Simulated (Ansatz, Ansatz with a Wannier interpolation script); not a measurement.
**Settings in Wannier-interpolated G0W0: SiO2 (Stishovite)**

Aim: vary the Wannier model and the GW settings for SiO2 (Stishovite) and see what the interpolated bands lose.

Main program and level: Ansatz 0.2.0; maximally localised Wannier functions, LDA, plane waves, PAW; PAW set soft_1.

**1. The structure**

Symmetry: P4_2/mnm, No. 136, tetragonal system. The conventional cell has a = 4.177 Å, b = 4.177 Å, c = 2.665 Å, α = 90.00°, β = 90.00°, γ = 90.00°. Nearest to Si lie 6 O at 1.76 to 1.81 Å. O has 3 Si at 1.76 to 1.81 Å nearest. Farther neighbours and most contacts between anions are not listed.

The cell and positions come from the Crystallography Open Database and are kept as given unless a step says otherwise.

**2. Wannier model on 8×8×12**

input.yaml reads:

```yaml
crystal:
  lattice:
    - [4.1773, 0.0, 0.0]
    - [0.0, 4.1773, 0.0]
    - [0.0, 0.0, 2.6652]
  atoms:
    - { symbol: Si, position: [0.0, 0.0, 0.0] }
    - { symbol: Si, position: [0.5, 0.5, 0.5] }
    - { symbol: O, position: [0.3059, 0.3059, 0.0] }
    - { symbol: O, position: [0.1941, 0.8059, 0.5] }
    - { symbol: O, position: [0.6941, 0.6941, 0.0] }
    - { symbol: O, position: [0.8059, 0.1941, 0.5] }
kpoints:
  mp_grid: { grid: [4, 4, 6] }
hamiltonian:
  xc: lda
  pseudopotentials: { kind: paw, azcp: { folder: soft_1 }, xc_functional: pbe }
scf:
  occupations: { method: fixed }
  n_extra_bands: 30
output:
  wannier:
    kmesh: [8, 8, 12]
    projections:
      - { species: O, l: p, shell: 2 }
      - { species: Si, l: s, shell: 3 }
      - { species: Si, l: p, shell: 3 }
    minimise: true
    write_hr: true
    seedname: w
    conv_tol: 1.0e-06
    max_iter: 20000
    stability_check: false
    disentanglement:
      window: [-0.81, 26.39]
      frozen_window: [-0.81, 18.89]
      conv_tol: 1.0e-08
```

Command:

```console
$ ansatz run input.yaml --threads 3 --pin off --max-ram 92160MiB --backend cuda --events-out ev --progress --plain --runs-dir out --devices 1 --max-vram 13GiB
```

Numbers of over 12 decimals in the logs are rounded to 6 here.

What it wrote:

```text
scf.n_extra_bands = 30 over 16 filled bands (N_el = 32.0): the run solves 46 bands
GPUs: using 1 of 1 available (devices: 1).
Engine: ansatz 0.2.0, x86_64-unknown-linux-gnu
Pseudopotentials: kind: paw
Pseudopotential: Si, paw, valence charge 4, recommended cutoff 420 eV (normal), soft_1/Si.paw.azcp
Pseudopotential: O, paw, valence charge 6, recommended cutoff 420 eV (normal), soft_1/O.paw.azcp
Functional definition: SPW92
  exchange = slater_x
  correlation = pw_c
device memory: the entry about to start is reckoned to put 0.9 GiB on a device that reports 45.9 GiB free (of which the cap on the GPU budget leaves the run 13.0 GiB)
GPU FFT provider: cuFFT
GPU libraries: cuBLAS 13.8.2, cuFFT 12.4.0, cuSOLVER 12.3.4
Crystal: 6 atoms, lattice volume = 46.507 Å³
Basis set: ecut = 420 eV, 913 PW (Γ)
Bands: 46, of which v1, the nominal top of the filled ones, is band 16 counted from 1 (15 counted from 0)
Symmetry: 16 space group operations
Space group: P42/mnm (ITA 136), of the structure as read, at distance tolerance 3.6e-5 Å
k-points: 24 of 96
Non-local potential: Si, projectors of the file, l = 0: 2, l = 1: 2, l = 2: 1
Non-local potential: O, projectors of the file, l = 0: 2, l = 1: 2, l = 2: 1
PAW form: soft (Blöchl's): semilocal exchange-correlation on the pseudo side does not see the compensation charge
PAW frozen core: Si, regenerated for the run's functional, and the local potential with it (the file was generated under x = pbe(κ = 0.804, μ = 0.219515), c = pbe(β = 0.066725))
PAW frozen core: O, regenerated for the run's functional, and the local potential with it (the file was generated under x = pbe(κ = 0.804, μ = 0.219515), c = pbe(β = 0.066725))
PAW one-centre angular grid: Si, 110 points (default); XC on 64 Gauss nodes
PAW one-centre angular grid: O, 110 points (default); XC on 64 Gauss nodes
Initial density: superposition of atomic densities (chi_scale 0.1, normalization cell, long waves kept (reshape's long-wave potential 0.00 eV rms))
Initial wavefunctions: pseudopotential atomic-orbital guess
GPU buffer pool allocated for 16200 grid points (all kernels)
GPU transforms: local potential and band sums: pruned to the plane-wave sphere, on 27×27×18
Functional: x = slater, c = lda
SCF iter   1: F=—  HF=-3447.501984 eV  |F-HF|=—  |Δ(HF+E_count)|=         —  Δρ=1.38e-1  dr2=7.03e0  ethr=3.10e-3  ⟨swp⟩=4.1  Hψ=4216  notcnv=0  defer=650
preconditioner: auto → none  [insulator: Δε(μ)=6.739 eV  Ē_g=30.188 eV  n_scr=10 (ndim 8)  ℏωp=30.8 eV  f_vac=0.000  ε∞_Penn≈2.0]
SCF iter   2: F=—  HF=-3445.618649 eV  |F-HF|=—  |Δ(HF+E_count)|=    1.88e0  Δρ=6.34e-2  dr2=7.03e-1  ethr=3.10e-3  ⟨swp⟩=2.8  Hψ=1854  notcnv=0  defer=583
SCF iter   3: F=—  HF=-3445.442070 eV  |F-HF|=—  |Δ(HF+E_count)|=   1.77e-1  Δρ=2.20e-2  dr2=8.07e-2  ethr=2.20e-3  ⟨swp⟩=2.4  Hψ=1424  notcnv=0  defer=672
SCF iter   4: F=—  HF=-3445.443963 eV  |F-HF|=—  |Δ(HF+E_count)|=   1.89e-3  Δρ=1.71e-3  dr2=4.66e-4  ethr=2.52e-4  ⟨swp⟩=2.0  Hψ=576  notcnv=0  defer=672
SCF iter   5: F=—  HF=-3445.444158 eV  |F-HF|=—  |Δ(HF+E_count)|=   1.95e-4  Δρ=2.32e-4  dr2=7.80e-6  ethr=1.46e-6  ⟨swp⟩=2.0  Hψ=864  notcnv=0  defer=669
SCF iter   6: F=—  HF=-3445.444207 eV  |F-HF|=—  |Δ(HF+E_count)|=   4.85e-5  Δρ=5.66e-5  dr2=7.59e-7  ethr=2.44e-8  ⟨swp⟩=2.0  Hψ=912  notcnv=0  defer=576
SCF iter   7: F=-3445.444206 eV  HF=-3445.444206 eV  |F-HF|=2.70e-8  |Δ(HF+E_count)|=   2.42e-7  Δρ=1.32e-5  dr2=4.07e-8  ethr=3.13e-10  ⟨swp⟩=11.0  Hψ=7488  notcnv=0
SCF 1 converged in 7 iterations: F = -3445.444206 eV  dr2 = 4.07e-8
[...]
device memory: the entry about to start is reckoned to put 1.0 GiB on a device that reports 45.8 GiB free (of which the cap on the GPU budget leaves the run 13.0 GiB)
NSCF: frozen V_eff on 24 k-points, pencils in batches of 32, up to order 184
[...]
device memory: the entry about to start is reckoned to put 2.6 GiB on a device that reports 45.7 GiB free (of which the cap on the GPU budget leaves the run 13.0 GiB)
NSCF: frozen V_eff on 109 k-points, pencils in batches of 32, up to order 184
the Wannier pass solved 109 of the 768 points of its mesh, and has the states at the others by symmetry: states obtained by the crystal's operations at points that were solved too leave a residual of 2.67e-13 eV (read by the count's bands and the next), within 6.67e-6 eV
SCF converged after 7 iterations
Free energy (F): -3445.444206 eV
Harris-Foulkes:  -3445.444206 eV  (|F-HF|=2.70e-8)
Internal energy: -3445.444206 eV  (E = F + TS)
E sigma→0 (E₀):  -3445.444206 eV
Fermi energy:    10.265053 eV
--- Per-component energies (eV) ---
  E_band       = 56.645166
  E_kinetic    = 783.340117
  E_local      = -1203.708433  (includes V_loc(G=0)·N_el)
  E_nonlocal   = 260.339761
  E_hartree    = 435.747893
  E_xc         = -399.942317
  E_vxc        = -467.041454  (∫ρ·V_xc dr)
  E_paw        = -1581.590271  (= ΣΔE_a)
  E_vpaw       = -187.790823  (= ΣTr[D̂ρ^β])
  E_aug_tail   = 0.003251  (compensation charges beyond the density's cutoff)
  E_ewald      = -1740.190554
  E_core_change = 0.556347  (= ΣΔE_core)
  E_smearing   = -0.000000  (= −TS)
  E_closure    = -0.000000  (closes the sum)
  Σ components = -3445.444206   (vs F -3445.444206, Δ=0.00e0)
--- Band table (eV; the first three rows and the last of 24) ---
  k-point 0: bands = [... 12 lower, 7.7220, 9.3634, 9.3634, 10.2651, 15.8871, 16.7498, 18.6194, 18.6194, ... 26 higher]
  k-point 1: bands = [... 12 lower, 6.6162, 9.0847, 9.0847, 9.9142, 16.9919, 18.5595, 20.0864, 20.0864, ... 26 higher]
  k-point 2: bands = [... 12 lower, 5.4370, 8.2553, 8.2553, 8.7957, 18.0972, 20.4376, 20.8385, 22.3976, ... 26 higher]
  k-point 23: bands = [... 12 lower, 8.4713, 8.4713, 8.6902, 8.6902, 17.3259, 17.3259, 21.0346, 21.0346, ... 26 higher]
```

The job ended after 17 s (1 × NVIDIA H100 80GB HBM3 (shared by 6 runs) with 3 threads of AMD EPYC 7R13 (Zen 3), shared host; peak memory 1.1 GiB).

Reading the cycles: dr2 is the Hartree energy of the density residual (eV), the measure of convergence; HF is the Harris–Foulkes estimate of the energy, which meets the free energy F at convergence.

The run ended with an error after its SCF cycle had converged; no result of it is taken.

**3. Wannier model on 8×8×12**

Localised functions give a small Hamiltonian that interpolates between mesh points at no cost.

Edit input.yaml of step 2 so:

```diff
@@ -34,4 +34,4 @@
     disentanglement:
-      window: [-0.81, 26.39]
-      frozen_window: [-0.81, 18.89]
+      window: [-0.81, 28.4]
+      frozen_window: [-0.81, 19.89]
       conv_tol: 1.0e-08
```

What it wrote:

```text
[...]
GPUs: using 1 of 1 available (devices: 1).
[...]
GPU FFT provider: cuFFT
GPU libraries: cuBLAS 13.8.2, cuFFT 12.4.0, cuSOLVER 12.3.4
Crystal: 6 atoms, lattice volume = 46.507 Å³
Basis set: ecut = 420 eV, 913 PW (Γ)
Bands: 46, of which v1, the nominal top of the filled ones, is band 16 counted from 1 (15 counted from 0)
Symmetry: 16 space group operations
[...]
k-points: 24 of 96
[...]
GPU buffer pool allocated for 16200 grid points (all kernels)
[...]
SCF iter   1: F=—  HF=-3447.501984 eV  |F-HF|=—  |Δ(HF+E_count)|=         —  Δρ=1.38e-1  dr2=7.03e0  ethr=3.10e-3  ⟨swp⟩=4.1  Hψ=4216  notcnv=0  defer=650
[...]
SCF iter   7: F=-3445.444206 eV  HF=-3445.444206 eV  |F-HF|=2.70e-8  |Δ(HF+E_count)|=   2.42e-7  Δρ=1.32e-5  dr2=4.07e-8  ethr=3.13e-10  ⟨swp⟩=11.0  Hψ=7488  notcnv=0
SCF 1 converged in 7 iterations: F = -3445.444206 eV  dr2 = 4.07e-8
[...]
NSCF: frozen V_eff on 24 k-points, pencils in batches of 32, up to order 184
[...]
SCF converged after 7 iterations
Free energy (F): -3445.444206 eV
[...]
Internal energy: -3445.444206 eV  (E = F + TS)
E sigma→0 (E₀):  -3445.444206 eV
Fermi energy:    10.265053 eV
[...]
--- Band table (eV; the first three rows and the last of 24) ---
  k-point 0: bands = [... 12 lower, 7.7220, 9.3634, 9.3634, 10.2651, 15.8871, 16.7498, 18.6194, 18.6194, ... 26 higher]
  k-point 1: bands = [... 12 lower, 6.6162, 9.0847, 9.0847, 9.9142, 16.9919, 18.5595, 20.0864, 20.0864, ... 26 higher]
  k-point 2: bands = [... 12 lower, 5.4370, 8.2553, 8.2553, 8.7957, 18.0972, 20.4376, 20.8385, 22.3976, ... 26 higher]
  k-point 23: bands = [... 12 lower, 8.4713, 8.4713, 8.6902, 8.6902, 17.3259, 17.3259, 21.0346, 21.0346, ... 26 higher]
Wannier search: line search 1 of at most 20000: gauge-dependent spread (as the search counts it) 5.6665099 Å², largest recent change 2.8e-1 Å² against conv_tol 1.0e-6 Å², 0 stops escaped
```

Run time: 13 s. Hardware: 1 × NVIDIA H100 80GB HBM3 (shared by 6 runs) with 3 threads; peak memory 1.2 GiB.

Numbers from this step:

```
gauge-invariant spread     : 22.28 Å²
diagonal spread            : 0.004020 Å²
off-diagonal spread        : 5.161 Å²
total spread               : 27.45 Å²
least projectability       : 0.1800
localisation steps         : 56
disentanglement steps      : 325
r.m.s. interpolation error : 0.001183 eV
r.m.s. error near the gap  : 0.002078 eV
```

Near the gap the model misses directly solved bands by 2.1 meV r.m.s. and by 33 meV at most in the window tested. This tests the starting bands, not the corrections carried with them.

Frozen up to 9.62 eV; above it the model need not follow the bands. Electronic bands along the path, in eV, zero at the valence-band top:

| point | band 13 | band 14 | band 15 | band 16 | band 17 | band 18 | band 19 | band 20 |
| --- | --- | --- | --- | --- | --- | --- | --- | --- |
| Γ | -2.54 | -0.90 | -0.90 | 0.00 | 5.62 | 6.48 | 8.35 | 8.35 |
| halfway | -2.50 | -2.10 | -1.00 | -0.47 | 6.47 | 7.02 | 8.53 | 8.54 |
| X | -2.71 | -2.71 | -1.08 | -1.08 | 7.63 | 7.63 | 8.91 | 8.91 |
| halfway | -2.96 | -2.96 | -1.50 | -1.50 | 7.41 | 7.41 | 9.39 | 9.39 |
| M | -2.72 | -2.72 | -2.32 | -2.32 | 7.30 | 7.30 | 9.89 | 9.89 |
| halfway | -2.60 | -2.52 | -1.48 | -0.82 | 6.69 | 7.51 | 8.51 | 9.30 |
| Γ | -2.54 | -0.90 | -0.90 | 0.00 | 5.62 | 6.48 | 8.35 | 8.35 |
| halfway | -4.41 | -1.54 | -1.54 | -0.81 | 7.41 | 9.73 | 10.96 | 11.41 |
| Z | -3.16 | -3.16 | -2.72 | -2.72 | 8.92 | 8.92 | 12.55 | 12.55 |
| halfway | -2.85 | -2.85 | -2.30 | -2.30 | 8.83 | 8.83 | 10.75 | 10.75 |
| R | -2.32 | -2.32 | -1.80 | -1.80 | 8.61 | 8.61 | 9.74 | 9.74 |
| halfway | -2.29 | -2.29 | -1.66 | -1.66 | 7.58 | 7.58 | 10.99 | 10.99 |
| A | -1.79 | -1.79 | -1.57 | -1.57 | 7.06 | 7.06 | 11.18 | 11.18 |
| halfway | -2.61 | -2.51 | -2.38 | -1.87 | 7.89 | 8.37 | 10.47 | 12.10 |
| Z | -3.16 | -3.16 | -2.72 | -2.72 | 8.92 | 8.92 | 12.55 | 12.55 |
| jump to X | -2.71 | -2.71 | -1.08 | -1.08 | 7.63 | 7.63 | 8.91 | 8.91 |
| halfway | -2.92 | -2.92 | -1.46 | -1.46 | 8.96 | 8.96 | 10.59 | 10.59 |
| R | -2.32 | -2.32 | -1.80 | -1.80 | 8.61 | 8.61 | 9.74 | 9.74 |
| jump to M | -2.72 | -2.72 | -2.32 | -2.32 | 7.30 | 7.30 | 9.89 | 9.89 |
| halfway | -1.97 | -1.97 | -1.74 | -1.74 | 8.03 | 8.03 | 11.94 | 11.94 |
| A | -1.79 | -1.79 | -1.57 | -1.57 | 7.06 | 7.06 | 11.18 | 11.18 |

The same for Kohn-Sham, solved directly:

| point | band 13 | band 14 | band 15 | band 16 | band 17 | band 18 | band 19 | band 20 |
| --- | --- | --- | --- | --- | --- | --- | --- | --- |
| Γ | -2.54 | -0.90 | -0.90 | 0.00 | 5.62 | 6.48 | 8.35 | 8.35 |
| X | -2.71 | -2.71 | -1.08 | -1.08 | 7.63 | 7.63 | 8.91 | 8.91 |
| M | -2.72 | -2.72 | -2.32 | -2.32 | 7.30 | 7.30 | 9.89 | 9.89 |
| Γ | -2.54 | -0.90 | -0.90 | 0.00 | 5.62 | 6.48 | 8.35 | 8.35 |
| Z | -3.16 | -3.16 | -2.72 | -2.72 | 8.92 | 8.92 | 12.41 | 12.41 |
| R | -2.32 | -2.32 | -1.80 | -1.80 | 8.61 | 8.61 | 9.72 | 9.72 |
| A | -1.79 | -1.79 | -1.57 | -1.57 | 7.06 | 7.06 | 10.77 | 10.77 |
| Z | -3.16 | -3.16 | -2.72 | -2.72 | 8.92 | 8.92 | 12.41 | 12.41 |
| X | -2.71 | -2.71 | -1.08 | -1.08 | 7.63 | 7.63 | 8.91 | 8.91 |
| R | -2.32 | -2.32 | -1.80 | -1.80 | 8.61 | 8.61 | 9.72 | 9.72 |
| M | -2.72 | -2.72 | -2.32 | -2.32 | 7.30 | 7.30 | 9.89 | 9.89 |
| A | -1.79 | -1.79 | -1.57 | -1.57 | 7.06 | 7.06 | 10.77 | 10.77 |

**4. Wannier model on 4×4×6**

Edit input.yaml of step 3 so:

```diff
@@ -22,3 +22,3 @@
   wannier:
-    kmesh: [8, 8, 12]
+    kmesh: [4, 4, 6]
     projections:
```

What it wrote:

```text
[...]
GPUs: using 1 of 1 available (devices: 1).
[...]
GPU FFT provider: cuFFT
GPU libraries: cuBLAS 13.8.2, cuFFT 12.4.0, cuSOLVER 12.3.4
Crystal: 6 atoms, lattice volume = 46.507 Å³
Basis set: ecut = 420 eV, 913 PW (Γ)
Bands: 46, of which v1, the nominal top of the filled ones, is band 16 counted from 1 (15 counted from 0)
Symmetry: 16 space group operations
[...]
k-points: 24 of 96
[...]
GPU buffer pool allocated for 16200 grid points (all kernels)
[...]
SCF iter   1: F=—  HF=-3447.501984 eV  |F-HF|=—  |Δ(HF+E_count)|=         —  Δρ=1.38e-1  dr2=7.03e0  ethr=3.10e-3  ⟨swp⟩=4.1  Hψ=4216  notcnv=0  defer=650
[...]
SCF iter   7: F=-3445.444206 eV  HF=-3445.444206 eV  |F-HF|=2.70e-8  |Δ(HF+E_count)|=   2.42e-7  Δρ=1.32e-5  dr2=4.07e-8  ethr=3.13e-10  ⟨swp⟩=11.0  Hψ=7488  notcnv=0
SCF 1 converged in 7 iterations: F = -3445.444206 eV  dr2 = 4.07e-8
[...]
SCF converged after 7 iterations
Free energy (F): -3445.444206 eV
[...]
Internal energy: -3445.444206 eV  (E = F + TS)
E sigma→0 (E₀):  -3445.444206 eV
Fermi energy:    10.265053 eV
[...]
--- Band table (eV; the first three rows and the last of 24) ---
  k-point 0: bands = [... 12 lower, 7.7220, 9.3634, 9.3634, 10.2651, 15.8871, 16.7498, 18.6194, 18.6194, ... 26 higher]
  k-point 1: bands = [... 12 lower, 6.6162, 9.0847, 9.0847, 9.9142, 16.9919, 18.5595, 20.0864, 20.0864, ... 26 higher]
  k-point 2: bands = [... 12 lower, 5.4370, 8.2553, 8.2553, 8.7957, 18.0972, 20.4376, 20.8385, 22.3976, ... 26 higher]
  k-point 23: bands = [... 12 lower, 8.4713, 8.4713, 8.6902, 8.6902, 17.3259, 17.3259, 21.0346, 21.0346, ... 26 higher]
[...]
```

Wall time 7.4 s (1 × NVIDIA H100 80GB HBM3 (shared by 6 runs) with 3 threads); peak memory 0.94 GiB.

Numbers from this step:

```yaml
gauge_invariant_spread: 20.04 Å²
diagonal_spread: 0.004323 Å²
off_diagonal_spread: 4.997 Å²
total_spread: 25.04 Å²
least_projectability: 0.1769
localisation_steps: 26
disentanglement_steps: 87
r_m_s_interpolation_error: 0.007866 eV
r_m_s_error_near_the_gap: 0.01371 eV
```

Near the gap the model misses directly solved bands by 13.7 meV r.m.s. and by 106 meV at most in the window tested. This tests the starting bands, not the corrections carried with them.

Frozen up to 9.62 eV; above it the model need not follow the bands. Electronic bands along the path, in eV, zero at the valence-band top; v1 is the highest filled band, c1 the lowest empty one:

| point | v4 | v3 | v2 | v1 | c1 | c2 | c3 | c4 |
| --- | --- | --- | --- | --- | --- | --- | --- | --- |
| Γ | -2.54 | -0.90 | -0.90 | 0.00 | 5.62 | 6.48 | 8.35 | 8.35 |
| halfway | -2.50 | -2.10 | -1.00 | -0.47 | 6.47 | 7.02 | 8.53 | 8.54 |
| X | -2.71 | -2.71 | -1.08 | -1.08 | 7.63 | 7.63 | 8.91 | 8.91 |
| halfway | -2.96 | -2.96 | -1.50 | -1.50 | 7.41 | 7.41 | 9.39 | 9.39 |
| M | -2.72 | -2.72 | -2.32 | -2.32 | 7.30 | 7.30 | 9.90 | 9.90 |
| halfway | -2.60 | -2.52 | -1.48 | -0.82 | 6.69 | 7.51 | 8.51 | 9.30 |
| Γ | -2.54 | -0.90 | -0.90 | 0.00 | 5.62 | 6.48 | 8.35 | 8.35 |
| halfway | -4.41 | -1.54 | -1.54 | -0.81 | 7.45 | 9.60 | 11.13 | 11.51 |
| Z | -3.16 | -3.16 | -2.72 | -2.72 | 8.92 | 8.92 | 12.55 | 12.55 |
| halfway | -2.85 | -2.85 | -2.30 | -2.30 | 8.83 | 8.83 | 10.81 | 10.81 |
| R | -2.32 | -2.32 | -1.80 | -1.80 | 8.61 | 8.61 | 9.77 | 9.77 |
| halfway | -2.29 | -2.29 | -1.66 | -1.66 | 7.58 | 7.58 | 11.08 | 11.08 |
| A | -1.79 | -1.79 | -1.57 | -1.57 | 7.06 | 7.06 | 11.45 | 11.45 |
| halfway | -2.61 | -2.51 | -2.38 | -1.87 | 7.89 | 8.37 | 10.48 | 12.12 |
| Z | -3.16 | -3.16 | -2.72 | -2.72 | 8.92 | 8.92 | 12.55 | 12.55 |
| jump to X | -2.71 | -2.71 | -1.08 | -1.08 | 7.63 | 7.63 | 8.91 | 8.91 |
| halfway | -2.91 | -2.91 | -1.45 | -1.45 | 8.92 | 8.92 | 10.62 | 10.62 |
| R | -2.32 | -2.32 | -1.80 | -1.80 | 8.61 | 8.61 | 9.77 | 9.77 |
| jump to M | -2.72 | -2.72 | -2.32 | -2.32 | 7.30 | 7.30 | 9.90 | 9.90 |
| halfway | -1.97 | -1.97 | -1.74 | -1.74 | 8.03 | 8.03 | 12.00 | 12.00 |
| A | -1.79 | -1.79 | -1.57 | -1.57 | 7.06 | 7.06 | 11.45 | 11.45 |

The same for Kohn-Sham, solved directly:

| point | v4 | v3 | v2 | v1 | c1 | c2 | c3 | c4 |
| --- | --- | --- | --- | --- | --- | --- | --- | --- |
| Γ | -2.54 | -0.90 | -0.90 | 0.00 | 5.62 | 6.48 | 8.35 | 8.35 |
| X | -2.71 | -2.71 | -1.08 | -1.08 | 7.63 | 7.63 | 8.91 | 8.91 |
| M | -2.72 | -2.72 | -2.32 | -2.32 | 7.30 | 7.30 | 9.89 | 9.89 |
| Γ | -2.54 | -0.90 | -0.90 | 0.00 | 5.62 | 6.48 | 8.35 | 8.35 |
| Z | -3.16 | -3.16 | -2.72 | -2.72 | 8.92 | 8.92 | 12.41 | 12.41 |
| R | -2.32 | -2.32 | -1.80 | -1.80 | 8.61 | 8.61 | 9.72 | 9.72 |
| A | -1.79 | -1.79 | -1.57 | -1.57 | 7.06 | 7.06 | 10.77 | 10.77 |
| Z | -3.16 | -3.16 | -2.72 | -2.72 | 8.92 | 8.92 | 12.41 | 12.41 |
| X | -2.71 | -2.71 | -1.08 | -1.08 | 7.63 | 7.63 | 8.91 | 8.91 |
| R | -2.32 | -2.32 | -1.80 | -1.80 | 8.61 | 8.61 | 9.72 | 9.72 |
| M | -2.72 | -2.72 | -2.32 | -2.32 | 7.30 | 7.30 | 9.89 | 9.89 |
| A | -1.79 | -1.79 | -1.57 | -1.57 | 7.06 | 7.06 | 10.77 | 10.77 |

**5. A faulty Wannier input**

This step: maximally localised Wannier functions, LDA, plane waves, PAW.

Edit input.yaml of step 4 so:

```diff
@@ -31,3 +31,3 @@
     conv_tol: 1.0e-06
-    max_iter: 20000
+    max_iter: 3
     stability_check: false
```

Command:

```console
$ ansatz run input.yaml --threads 3 --pin off --max-ram 92160MiB --backend cpu --events-out ev --progress --plain --runs-dir out
```

What it wrote:

```text
Error: invalid value for `output.wannier.max_iter`: must be ≥ 5; got 3
```

Run time: 0.1 s. Hardware: 3 threads; peak memory 0.074 GiB.

The program refused the input before any cycle.

The program's message: “Error: invalid value for `output.wannier.max_iter`: must be ≥ 5; got 3”

The fault put into this input: too few iterations.

**6. G0W0: 4×4×6 mesh, 213 empty bands, screening to 160 eV, PAW set soft_1 files**

Now the one-shot GW correction: screening in the RPA, then the self-energy of the levels asked for.

This step: G0W0 on LDA, plane waves, PAW; PAW set soft_1.

input.yaml, the sections that differ from step 5:

```yaml
scf:
  occupations: { method: fixed }
gw:
  n_empty_bands: 213
  ecut_chi: 160.0
  qp_bands: [v12, c4]
  screening: { model: contour_deformation }
# crystal, kpoints, hamiltonian: as in step 5
# output: removed
```

Command:

```console
$ ansatz run input.yaml --threads 3 --pin off --max-ram 92160MiB --backend cuda --events-out ev --progress --plain --runs-dir out --devices 1 --max-vram 13GiB
```

What it wrote:

```text
GPUs: using 1 of 1 available (devices: 1).
[...]
GPU FFT provider: cuFFT
GPU libraries: cuBLAS 13.8.2, cuFFT 12.4.0, cuSOLVER 12.3.4
Crystal: 6 atoms, lattice volume = 46.507 Å³
Basis set: ecut = 420 eV, 913 PW (Γ)
Bands: 22, of which v1, the nominal top of the filled ones, is band 16 counted from 1 (15 counted from 0)
Symmetry: 16 space group operations
[...]
k-points: 24 of 96
[...]
0    12      7.1004   -26.6065     4.1560   -21.1702  0.8134     5.8104     5.8201  root
[...]
23    17     17.3258   -11.8955    -4.7321   -18.5505  0.8464    19.2655    19.2487  root
    23    18     17.3258   -11.8955    -4.7321   -18.5505  0.8464    19.2655    19.2487  root
    23    19     21.0346    -8.5529    -5.0197   -15.3106  0.8487    22.7886    22.7726  root
    23    20     21.0346    -8.5529    -5.0197   -15.3106  0.8487    22.7886    22.7726  root
[key lines of the parts left out:]
SCF converged after 7 iterations
Free energy (F): -3445.444206 eV
Fermi energy:    10.265063 eV
```

Wall time 29 s (1 × NVIDIA H100 80GB HBM3 (shared by 6 runs) with 3 threads); peak memory 1.2 GiB.

The G0W0 gap on the mesh is 8.511 eV.

[end of part 1 of 2]

[Paths, hosts, dates, memory and timing lines, banners, echoed tables and standing remarks are left out of the program output.]

[Logs are printed without paths, hosts, clocks, repeated set-up lines and the standing remarks that a program may print on its own settings, such as how far it seeks lower states.]

[Runs of the session that timed out or met a known fault of the program may be left out.]

[Hosts, paths, dates, database ids (printed as entryN), source tags and the programs' standing remarks are cut or masked in the printed files.]
